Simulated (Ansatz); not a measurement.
**Random alloy of the diamond Si-C (dilute carbon) line, x = 0.1094 (64 atoms): support functions against a reference**

Wanted: errors and times of a linear-scaling basis for random alloy of the diamond Si-C (dilute carbon) line, x = 0.1094 (64 atoms). A setting counts as converged where the r.m.s. difference of forces stays under 1 % of the r.m.s. force.

Method: Kohn-Sham DFT, PBE, PAW (set soft_2), plane waves, in Ansatz 0.2.0.

### Step 1. Set-up

The cell holds 64 atoms: 57 Si and 7 C. Cell: a = 10.520 Å, b = 10.520 Å, c = 10.520 Å, α = 90.0°, β = 90.0°, γ = 90.0°. It derives from Si and C (diamond Si-C (dilute carbon)), repeated 2×2×2. Diamond Si-C (dilute carbon): 64 atoms, 7 of 64 Si sites given to C at random, cell and internal coordinates interpolated linearly between the end members (Vegard's rule); not relaxed, displaced by a Gaussian of 0.02 Å. Lattice constants are starting values near those of PBE.

Before any run, some limits are plain. The host structure and its lattice constant were typed by rule, without a check against the phase diagram. Only the Γ point is sampled, in a cell whose shortest periodic width is 11 Å.

### Step 2. Plane-wave single point

The first run uses the default basis; a harder plane-wave run follows as the reference for the support functions.

Input file input.yaml:

```yaml
crystal:
  lattice:
    - [10.52022, 0.0, 0.0]
    - [0.0, 10.52022, 0.0]
    - [0.0, 0.0, 10.52022]
  atoms:
    - { symbol: Si, position: [0.00309, 0.99884, 0.999] }
    - { symbol: C, position: [0.12296, 0.12665, 0.12062] }
    - { symbol: Si, position: [0.00332, 0.24855, 0.25061] }
    - { symbol: Si, position: [0.12453, 0.37778, 0.37108] }
    - { symbol: Si, position: [0.24939, 0.99927, 0.25216] }
    - { symbol: Si, position: [0.37291, 0.12467, 0.37333] }
    - { symbol: C, position: [0.25008, 0.25111, 0.99791] }
    - { symbol: C, position: [0.37718, 0.37671, 0.12596] }
    - { symbol: Si, position: [0.00171, 0.9987, 0.49977] }
    - { symbol: Si, position: [0.12322, 0.12449, 0.62601] }
    - { symbol: Si, position: [0.99869, 0.24925, 0.74869] }
    - { symbol: Si, position: [0.12339, 0.37372, 0.87498] }
    - { symbol: Si, position: [0.24788, 0.00045, 0.75316] }
    - { symbol: Si, position: [0.37641, 0.12464, 0.87331] }
    - { symbol: Si, position: [0.24858, 0.25322, 0.5001] }
    - { symbol: Si, position: [0.37379, 0.37536, 0.62899] }
    - { symbol: C, position: [0.00023, 0.50117, 0.00057] }
    - { symbol: Si, position: [0.12433, 0.62283, 0.12434] }
    - { symbol: C, position: [0.9996, 0.75112, 0.25159] }
    - { symbol: Si, position: [0.12677, 0.87554, 0.37668] }
    - { symbol: Si, position: [0.24857, 0.50238, 0.25098] }
    - { symbol: Si, position: [0.37443, 0.62593, 0.37486] }
    - { symbol: Si, position: [0.25215, 0.75289, 0.00415] }
    - { symbol: Si, position: [0.37235, 0.87225, 0.12404] }
    - { symbol: Si, position: [0.0003, 0.50167, 0.5006] }
    - { symbol: Si, position: [0.12116, 0.62442, 0.62657] }
    - { symbol: Si, position: [0.00044, 0.75145, 0.74958] }
    - { symbol: Si, position: [0.12462, 0.87535, 0.87578] }
    - { symbol: Si, position: [0.25038, 0.50023, 0.74873] }
    - { symbol: Si, position: [0.37572, 0.62523, 0.87715] }
    - { symbol: Si, position: [0.25228, 0.75035, 0.49929] }
    - { symbol: Si, position: [0.37379, 0.87581, 0.62515] }
    - { symbol: Si, position: [0.49935, 8.0e-05, 0.99882] }
    - { symbol: Si, position: [0.62633, 0.12415, 0.12733] }
    - { symbol: C, position: [0.50077, 0.25113, 0.24792] }
    - { symbol: Si, position: [0.62532, 0.37641, 0.37319] }
    - { symbol: Si, position: [0.74949, 6.0e-05, 0.24739] }
    - { symbol: Si, position: [0.8756, 0.12661, 0.37337] }
    - { symbol: Si, position: [0.75067, 0.24751, 0.99993] }
    - { symbol: Si, position: [0.87193, 0.37713, 0.12578] }
    - { symbol: Si, position: [0.49995, 0.99853, 0.50242] }
    - { symbol: Si, position: [0.62874, 0.12147, 0.62735] }
    - { symbol: Si, position: [0.50309, 0.25064, 0.74772] }
    - { symbol: Si, position: [0.62664, 0.37466, 0.87385] }
    - { symbol: Si, position: [0.74766, 0.00105, 0.75151] }
    - { symbol: Si, position: [0.87381, 0.12599, 0.87282] }
    - { symbol: Si, position: [0.75152, 0.25009, 0.49965] }
    - { symbol: Si, position: [0.87481, 0.37665, 0.62643] }
    - { symbol: Si, position: [0.50101, 0.50026, 0.00015] }
    - { symbol: Si, position: [0.62618, 0.62544, 0.1263] }
    - { symbol: Si, position: [0.49941, 0.74537, 0.25197] }
    - { symbol: Si, position: [0.62916, 0.87584, 0.37481] }
    - { symbol: Si, position: [0.74974, 0.49977, 0.25003] }
    - { symbol: Si, position: [0.87287, 0.62402, 0.3731] }
    - { symbol: Si, position: [0.75047, 0.74944, 0.00094] }
    - { symbol: Si, position: [0.87467, 0.87688, 0.12541] }
    - { symbol: Si, position: [0.50416, 0.49639, 0.49877] }
    - { symbol: Si, position: [0.62671, 0.62981, 0.62453] }
    - { symbol: Si, position: [0.50008, 0.74957, 0.75253] }
    - { symbol: Si, position: [0.62445, 0.87629, 0.87439] }
    - { symbol: C, position: [0.74758, 0.5006, 0.75096] }
    - { symbol: Si, position: [0.87746, 0.62479, 0.87383] }
    - { symbol: Si, position: [0.75107, 0.75046, 0.50053] }
    - { symbol: Si, position: [0.87486, 0.87721, 0.6257] }
kpoints:
  mp_grid: { grid: [1, 1, 1] }
hamiltonian:
  xc: pbe
scf:
  occupations: { method: fixed }
output:
  forces: true
  stress: true
  populations: true
  dos:
    method: { smearing: { sigma: 0.1 } }
    de: 0.1
    projected: { site_lists: { C: [C], Si: [Si] } }
  eigenvalues: true
  write_density: true
  write_potential: true
  volumetric_format: npy
  elf: true
```

Run with:

```sh
$ ansatz run input.yaml --threads 4 --pin off --max-ram 8192MiB --backend cpu --events-out ev --progress --plain --runs-dir out
```

The log of the run:

```text
Engine: ansatz 0.2.0, x86_64-unknown-linux-gnu
Pseudopotentials: kind: paw
Pseudopotential: Si, paw, valence charge 4, recommended cutoff 420 eV (normal), Si.paw.azcp
Pseudopotential: C, paw, valence charge 4, recommended cutoff 420 eV (normal), C.paw.azcp
Functional definition: PBE
  parameter kappa = 0.804
  parameter beta = 0.066725
  exchange = pbe_x(kappa = kappa, mu = beta*pi^2/3)
  correlation = pbe_c(beta = beta)
Crystal: 64 atoms, lattice volume = 1164.326 Å³
Basis set: ecut = 420 eV, 22887 PW (Γ), exchange–correlation on 144×144×144 points (8 copies of the dense FFT grid, shifted against one another)
Bands: 192, of which v1, the nominal top of the filled ones, is band 128 counted from 1 (127 counted from 0)
Symmetry: 1 space group operations
Space group: P1 (ITA 1), of the structure as read, at distance tolerance 1.1e-4 Å
k-points: 1
Non-local potential: Si, projectors of the file, l = 0: 2, l = 1: 2, l = 2: 2
Non-local potential: C, projectors of the file, l = 0: 2, l = 1: 2, l = 2: 1
PAW form: soft (Blöchl's): semilocal exchange-correlation on the pseudo side does not see the compensation charge
PAW one-centre angular grid: Si, 110 points (default); XC on 64 Gauss nodes
PAW one-centre angular grid: C, 110 points (default); XC on 64 Gauss nodes
Initial density: superposition of atomic densities (neutral atoms: chi_scale 0, normalization atom), corrected by the library's trained network
Initial wavefunctions: pseudopotential atomic-orbital guess
Functional: x = pbe(κ = 0.804, μ = 0.219515), c = pbe(β = 0.066725)
SCF iter   1: F=—  HF=-37964.889743 eV  |F-HF|=—  |Δ(HF+E_count)|=         —  Δρ=3.93e-3  dr2=3.35e-1  ethr=1.77e-3  ⟨swp⟩=5.0  Hψ=711  notcnv=0  defer=59
preconditioner: auto → Resta (q_TF=auto, 2.120 Å⁻¹)  ε∞=5.6  [insulator: Δε(μ)=0.237 eV  Ē_g=8.161 eV  n_scr=178 (ndim 8)  ℏωp=17.4 eV  f_vac=0.000  ε∞_Penn≈5.6]
SCF iter   2: F=—  HF=-37964.831328 eV  |F-HF|=—  |Δ(HF+E_count)|=   5.84e-2  Δρ=2.30e-3  dr2=9.42e-2  ethr=1.31e-4  ⟨swp⟩=2.0  Hψ=222  notcnv=0  defer=61
SCF iter   3: F=—  HF=-37964.819275 eV  |F-HF|=—  |Δ(HF+E_count)|=   1.21e-2  Δρ=1.68e-3  dr2=6.62e-2  ethr=3.68e-5  ⟨swp⟩=2.0  Hψ=257  notcnv=0  defer=62
SCF iter   4: F=—  HF=-37964.810889 eV  |F-HF|=—  |Δ(HF+E_count)|=   8.39e-3  Δρ=3.93e-4  dr2=2.79e-3  ethr=2.59e-5  ⟨swp⟩=2.0  Hψ=240  notcnv=0  defer=62
SCF iter   5: F=—  HF=-37964.811465 eV  |F-HF|=—  |Δ(HF+E_count)|=   5.76e-4  Δρ=2.18e-4  dr2=8.75e-4  ethr=1.09e-6  ⟨swp⟩=2.0  Hψ=255  notcnv=0  defer=62
SCF iter   6: F=—  HF=-37964.811667 eV  |F-HF|=—  |Δ(HF+E_count)|=   2.02e-4  Δρ=8.13e-5  dr2=9.08e-5  ethr=3.42e-7  ⟨swp⟩=2.0  Hψ=238  notcnv=0  defer=59
SCF iter   7: F=—  HF=-37964.813112 eV  |F-HF|=—  |Δ(HF+E_count)|=   1.44e-3  Δρ=5.88e-5  dr2=7.06e-5  ethr=3.55e-8  ⟨swp⟩=2.0  Hψ=320  notcnv=0  defer=59
SCF iter   8: F=—  HF=-37964.813111 eV  |F-HF|=—  |Δ(HF+E_count)|=   2.31e-7  Δρ=1.35e-5  dr2=2.37e-6  ethr=2.76e-8  ⟨swp⟩=2.0  Hψ=238  notcnv=0  defer=59
SCF iter   9: F=—  HF=-37964.813114 eV  |F-HF|=—  |Δ(HF+E_count)|=   2.27e-6  Δρ=5.87e-6  dr2=5.09e-7  ethr=9.26e-10  ⟨swp⟩=2.0  Hψ=255  notcnv=0  defer=59
SCF iter  10: F=-37964.813114 eV  HF=-37964.813114 eV  |F-HF|=7.18e-8  |Δ(HF+E_count)|=   4.13e-7  Δρ=2.24e-6  dr2=7.70e-8  ethr=3.91e-11  ⟨swp⟩=23.0  Hψ=2139  notcnv=0
SCF 1 converged in 10 iterations: F = -37964.813114 eV  dr2 = 7.70e-8
  greatest PAW one-centre occupation: 0.656 electrons in one spin orbital (limit 2), on the C atom at site 6 (counted from 0), in its partial waves of l = 0
SCF converged after 10 iterations
Free energy (F): -37964.813114 eV
Harris-Foulkes:  -37964.813114 eV  (|F-HF|=7.18e-8)
Internal energy: -37964.813114 eV  (E = F + TS)
E sigma→0 (E₀):  -37964.813114 eV
Fermi energy:    6.615219 eV
--- Per-component energies (eV) ---
  E_band       = 345.712933
  E_kinetic    = 2917.057460
  E_local      = -2234.215983  (includes V_loc(G=0)·N_el)
  E_nonlocal   = 1685.989982
  E_hartree    = 621.726868
  E_xc         = -3482.655257
  E_vxc        = -3081.526278  (∫ρ·V_xc dr)
  E_paw        = -29924.363131  (= ΣΔE_a)
  E_vpaw       = -185.047010  (= ΣTr[D̂ρ^β])
  E_aug_tail   = 0.000363  (compensation charges beyond the density's cutoff)
  E_ewald      = -7548.353415
  E_smearing   = -0.000000  (= −TS)
  E_closure    = 0.000000  (closes the sum)
  Σ components = -37964.813114   (vs F -37964.813114, Δ=0.00e0)
--- Forces (eV/Å), atoms counted from 1 ---
  atom   1  Si     1.14370571     2.39648834     1.77940021
  atom   2  C      0.19269588    -0.13053482     0.28466067
  atom   3  Si     1.31861413    -1.25239357    -2.68487629
  atom   4  Si     0.12348877    -0.33765931     0.62129408
  atom   5  Si    -1.62123219     1.68247853    -2.49104475
  atom   6  Si     1.98728485     2.06067476    -1.19276466
  atom   7  C     -0.20033891    -0.03997786     0.04054785
  atom   8  C      0.02851222    -0.16888988    -0.07713831
  atom   9  Si    -0.42159512     0.23222153    -0.16800638
  atom  10  Si     0.50830646     0.09411150    -0.32570570
  atom  11  Si    -0.05190014     0.19368544     0.32012050
  atom  12  Si     0.22403248     0.37266654     3.69171861
  atom  13  Si     0.08324090     0.13140065    -0.36667518
  atom  14  Si    -1.58474625     1.95077795     1.89173089
[...]
atom  63  Si     0.45542703     0.14457634    -0.18847074
  atom  64  Si    -0.11344009    -0.04005883     0.02864594
  max |Σ_I F_I| component: 4.54e-5 eV/Å
--- Stress (GPa, compression-positive) ---
        4.880827       0.430225       0.028926
        0.430225       4.785752       0.042289
        0.028926       0.042289       4.764594
  P = ⅓ Tr σ = 4.8104 GPa (48.104 kbar)
--- Band table (eV) ---
  k-point 0: bands = ["-5.9269", "-4.8546", "-4.8374", "-4.8215", [... 176 levels ...], "10.7475", "10.8396", "10.8538", "10.8937", "10.9755", "10.9913", "11.0684", "11.1484", "11.1610", "11.2058", "11.2834", "11.2890"]
--- Löwdin populations: 64 sites ---
  site symbol       q [e]
     0     Si      3.7536
     1      C      4.4869
     2     Si      3.7661
[...]
63     Si      3.9642
  spilling = 0.009699 (of n_electrons = 256.000000)
```

It took 12 s on 4 threads of AMD EPYC 9R14 (Zen 4), shared host; peak memory 1.2 GiB.

Read from the output:

| Property | Result |
| --- | --- |
| free energy | -37964.8131 eV |
| free energy per atom | -593.2002 eV/atom |
| SCF cycles | 10 |
| pressure | 4.81 GPa |
| r.m.s. force component | 1.09 eV/Å |
| longest force | 3.717 eV/Å |
| Fermi energy | 6.615 eV |
| gap (highest filled to lowest empty level) | 0.189 eV |
| spilling of the projection | 0.009699 |

The r.m.s. force component of 1.1 eV/Å sets the scale for the differences below.

### Step 3. Plane waves at 750 eV (750 eV)

A harder cutoff gives the support functions a reference with less basis error.

input.yaml, the sections that differ from step 2:

```yaml
output:
  forces: true
  eigenvalues: true
basis:
  ecutwfc: "750 eV"
# crystal, kpoints, hamiltonian, scf: as in step 2
```

The log of the run:

```text
[...]
Crystal: 64 atoms, lattice volume = 1164.326 Å³
Basis set: ecut = 750 eV, 54339 PW (Γ), exchange–correlation on 192×192×192 points (8 copies of the dense FFT grid, shifted against one another)
Bands: 192, of which v1, the nominal top of the filled ones, is band 128 counted from 1 (127 counted from 0)
Symmetry: 1 space group operations
[...]
k-points: 1
[...]
SCF iter   1: F=—  HF=-37964.924379 eV  |F-HF|=—  |Δ(HF+E_count)|=         —  Δρ=3.94e-3  dr2=3.36e-1  ethr=1.77e-3  ⟨swp⟩=5.0  Hψ=711  notcnv=0  defer=59
[...]
SCF iter   3: F=—  HF=-37964.853501 eV  |F-HF|=—  |Δ(HF+E_count)|=   1.21e-2  Δρ=1.67e-3  dr2=6.50e-2  ethr=3.68e-5  ⟨swp⟩=3.0  Hψ=259  notcnv=0  defer=18
automatic band count: iteration 3 solves 148 bands in place of 192: the levels show a gap, and the empty bands left out lie too high to hold charge; the band table lists the bands solved (type scf.n_extra_bands for more)
SCF iter   4: F=—  HF=-37964.845154 eV  |F-HF|=—  |Δ(HF+E_count)|=   8.35e-3  Δρ=3.87e-4  dr2=2.68e-3  ethr=2.54e-5  ⟨swp⟩=3.0  Hψ=241  notcnv=0  defer=18
SCF iter   5: F=—  HF=-37964.845783 eV  |F-HF|=—  |Δ(HF+E_count)|=   6.28e-4  Δρ=2.21e-4  dr2=8.98e-4  ethr=1.05e-6  ⟨swp⟩=2.0  Hψ=255  notcnv=0  defer=18
[...]
SCF iter   9: F=—  HF=-37964.846644 eV  |F-HF|=—  |Δ(HF+E_count)|=   2.18e-6  Δρ=6.01e-6  dr2=5.65e-7  ethr=1.02e-9  ⟨swp⟩=2.0  Hψ=255  notcnv=0  defer=15
SCF iter  10: F=-37964.846645 eV  HF=-37964.846645 eV  |F-HF|=7.53e-8  |Δ(HF+E_count)|=   3.77e-7  Δρ=2.28e-6  dr2=7.51e-8  ethr=3.91e-11  ⟨swp⟩=14.0  Hψ=887  notcnv=0
SCF 1 converged in 10 iterations: F = -37964.846645 eV  dr2 = 7.51e-8
[...]
SCF converged after 10 iterations
Free energy (F): -37964.846645 eV
[...]
Internal energy: -37964.846645 eV  (E = F + TS)
E sigma→0 (E₀):  -37964.846645 eV
Fermi energy:    6.615053 eV
[...]
Σ components = -37964.846645   (vs F -37964.846645, Δ=0.00e0)
--- Forces (eV/Å), atoms counted from 1 ---
  atom   1  Si     1.14365930     2.39646673     1.77936070
  atom   2  C      0.19324772    -0.12980594     0.28410869
  atom   3  Si     1.31854193    -1.25231090    -2.68481907
  atom   4  Si     0.12354425    -0.33773301     0.62130477
[...]
atom  64  Si    -0.11343262    -0.04011733     0.02864160
  max |Σ_I F_I| component: 4.80e-5 eV/Å
--- Band table (eV) ---
[...]
```

Elapsed: 8.2 s, on 4 threads; peak memory 2.2 GiB.

Forces differ from the reference by 0.19 meV/Å r.m.s., 0.017 % of their size, well within a tolerance of 1 %; the energy by -0.52 meV/atom.

### Step 4. Support functions medium

The cell is solved in localised support functions. Besides, the program derives a nominal cutoff of 420 eV for this run, against the reference's 750.

This step: Kohn-Sham DFT, PBE, PAW (set soft_2), localised support functions (medium) (Ansatz 0.2.0).

input.yaml, the sections that differ from step 3:

```yaml
scf:
  occupations: { method: fixed }
  eigensolver: { kind: { support_functions: { accuracy: medium } } }
  max_iter: 150
# crystal, kpoints, hamiltonian, output: as in step 3
# basis: removed
```

The log of the run:

```text
Warning: scf.eigensolver.kind.support_functions: disabling space-group detection — the functions' gradient is summed over unrotated k-points, so no spatial operation reduces the k-mesh or symmetrises the density; time reversal is kept, so that k and −k are solved as one point where they differ and the mesh holds both, and exact exchange and, on two spinor components, a DFT+U term hold to it where the run has them: [...]
settings of this run that can trade accuracy for cost: scf.eigensolver.kind.support_functions [...]
[...]
Crystal: 64 atoms, lattice volume = 1164.326 Å³
Basis set: ecut = 420 eV, 22887 PW (Γ), exchange–correlation on 144×144×144 points (8 copies of the dense FFT grid, shifted against one another)
Bands: 154, of which v1, the nominal top of the filled ones, is band 128 counted from 1 (127 counted from 0)
Symmetry: 1 space group operations
k-points: 1
[...]
SCF iter   1: F=—  HF=-37959.424276 eV  |F-HF|=—  |Δ(HF+E_count)|=         —  Δρ=4.70e-2  dr2=4.40e1  ethr=1.00e-1
[...]
SCF iter  12: F=—  HF=-37964.845793 eV  |F-HF|=—  |Δ(HF+E_count)|=   3.06e-4  Δρ=7.98e-6  dr2=1.49e-6  ethr=2.15e-9  κ⁻¹=6.6e-6(r=7)
SCF iter  13: F=-37964.845793 eV  HF=-37964.845793 eV  |F-HF|=1.39e-8  |Δ(HF+E_count)|=   1.02e-7  Δρ=2.61e-6  dr2=1.96e-7  ethr=5.84e-10
SCF 1 converged in 13 iterations: F = -37964.848815 eV  dr2 = 1.96e-7
[...]
SCF converged after 13 iterations
Stability not checked: this state was not tested for a lower state beside it, because the mixer in use, unlike msr1, does not test its closes by its own steps (another_mixer; see scf.mixing.algorithm and scf.lower_state_search)
Free energy (F): -37964.848815 eV
[...]
Internal energy: -37964.848815 eV  (E = F + TS)
E sigma→0 (E₀):  -37964.848815 eV
Fermi energy:    6.615065 eV
[...]
Σ components = -37964.848815   (vs F -37964.848815, Δ=0.00e0)
--- Forces (eV/Å), atoms counted from 1 ---
  atom   1  Si     1.14357700     2.39642757     1.77934514
  atom   2  C      0.19304023    -0.12976667     0.28376286
  atom   3  Si     1.31846641    -1.25228593    -2.68472631
  atom   4  Si     0.12350331    -0.33785980     0.62142401
[...]
atom  64  Si    -0.11338195    -0.04008924     0.02865618
  max |Σ_I F_I| component: 3.73e-4 eV/Å
--- Band table (eV) ---
[...]
```

The job ended after 35 s (4 threads; peak memory 2.3 GiB; 2.2 min of CPU time).

The program notes that the band table was not solved further than the SCF left it and it switched symmetry off.

Keys that differ from the reference: basis.ecutwfc removed, support_functions.accuracy = "medium" and scf.max_iter = 150.

Forces differ from the reference by 0.076 meV/Å r.m.s., 0.007 % of their size, well within a tolerance of 1 %. It took 4.2 times the reference's time (shared host, so rough).

### Step 5. Support functions low

With localised support functions most steps grow linearly with size, though the diagonalisation grows faster unless the density matrix is cut; this run measures error and cost at this size. Besides, the program derives a nominal cutoff of 420 eV for this run, against the reference's 750.

This step: Kohn-Sham DFT, PBE, PAW (set soft_2), localised support functions (low) (Ansatz 0.2.0).

input.yaml, the sections that differ from step 4:

```yaml
scf:
  occupations: { method: fixed }
  eigensolver: { kind: { support_functions: { accuracy: low } } }
  max_iter: 150
# crystal, kpoints, hamiltonian, output: as in step 4
```

The log of the run:

```text
[...]
Crystal: 64 atoms, lattice volume = 1164.326 Å³
Basis set: ecut = 420 eV, 22887 PW (Γ), exchange–correlation on 144×144×144 points (8 copies of the dense FFT grid, shifted against one another)
Bands: 154, of which v1, the nominal top of the filled ones, is band 128 counted from 1 (127 counted from 0)
Symmetry: 1 space group operations
k-points: 1
[...]
SCF iter   1: F=—  HF=-37959.424276 eV  |F-HF|=—  |Δ(HF+E_count)|=         —  Δρ=4.70e-2  dr2=4.40e1  ethr=1.00e-1
[...]
SCF iter  10: F=—  HF=-37964.845111 eV  |F-HF|=—  |Δ(HF+E_count)|=   5.37e-4  Δρ=6.64e-5  dr2=7.74e-5  ethr=7.77e-8  κ⁻¹=1.7e-5(r=7)
SCF iter  11: F=-37964.845485 eV  HF=-37964.845487 eV  |F-HF|=2.18e-6  |Δ(HF+E_count)|=   3.76e-4  Δρ=1.53e-5  dr2=5.49e-6  ethr=3.02e-8
SCF 1 converged in 11 iterations: F = -37964.848812 eV  dr2 = 5.49e-6
[...]
SCF converged after 11 iterations
[...]
Free energy (F): -37964.848812 eV
[...]
Internal energy: -37964.848812 eV  (E = F + TS)
E sigma→0 (E₀):  -37964.848812 eV
Fermi energy:    6.615092 eV
[...]
Σ components = -37964.848812   (vs F -37964.848812, Δ=0.00e0)
--- Forces (eV/Å), atoms counted from 1 ---
  atom   1  Si     1.14348237     2.39631362     1.77931815
  atom   2  C      0.19328181    -0.12960056     0.28355691
  atom   3  Si     1.31833069    -1.25226788    -2.68453921
  atom   4  Si     0.12338881    -0.33790906     0.62154418
[...]
atom  64  Si    -0.11338698    -0.04011137     0.02863745
  max |Σ_I F_I| component: 3.43e-4 eV/Å
--- Band table (eV) ---
[...]
```

Run time: 32 s. Hardware: 4 threads; peak memory 2.3 GiB; 2.1 min of CPU time.

Keys that differ from the reference: basis.ecutwfc removed, support_functions.accuracy = "low" and scf.max_iter = 150.

Forces differ from the reference by 0.14 meV/Å r.m.s., 0.013 % of their size, well within a tolerance of 1 %. It took 3.9 times the reference's time (shared host, so rough).

[end of part 1 of 3]

[Long decimals in the printed logs are rounded to 6 places.]

[Logs are printed without paths, hosts, clocks, repeated set-up lines and the standing remarks that a program may print on its own settings, such as how far it seeks lower states.]

[Hosts, paths, dates, database ids (printed as entryN), source tags and the programs' standing remarks are cut or masked in the printed files.]
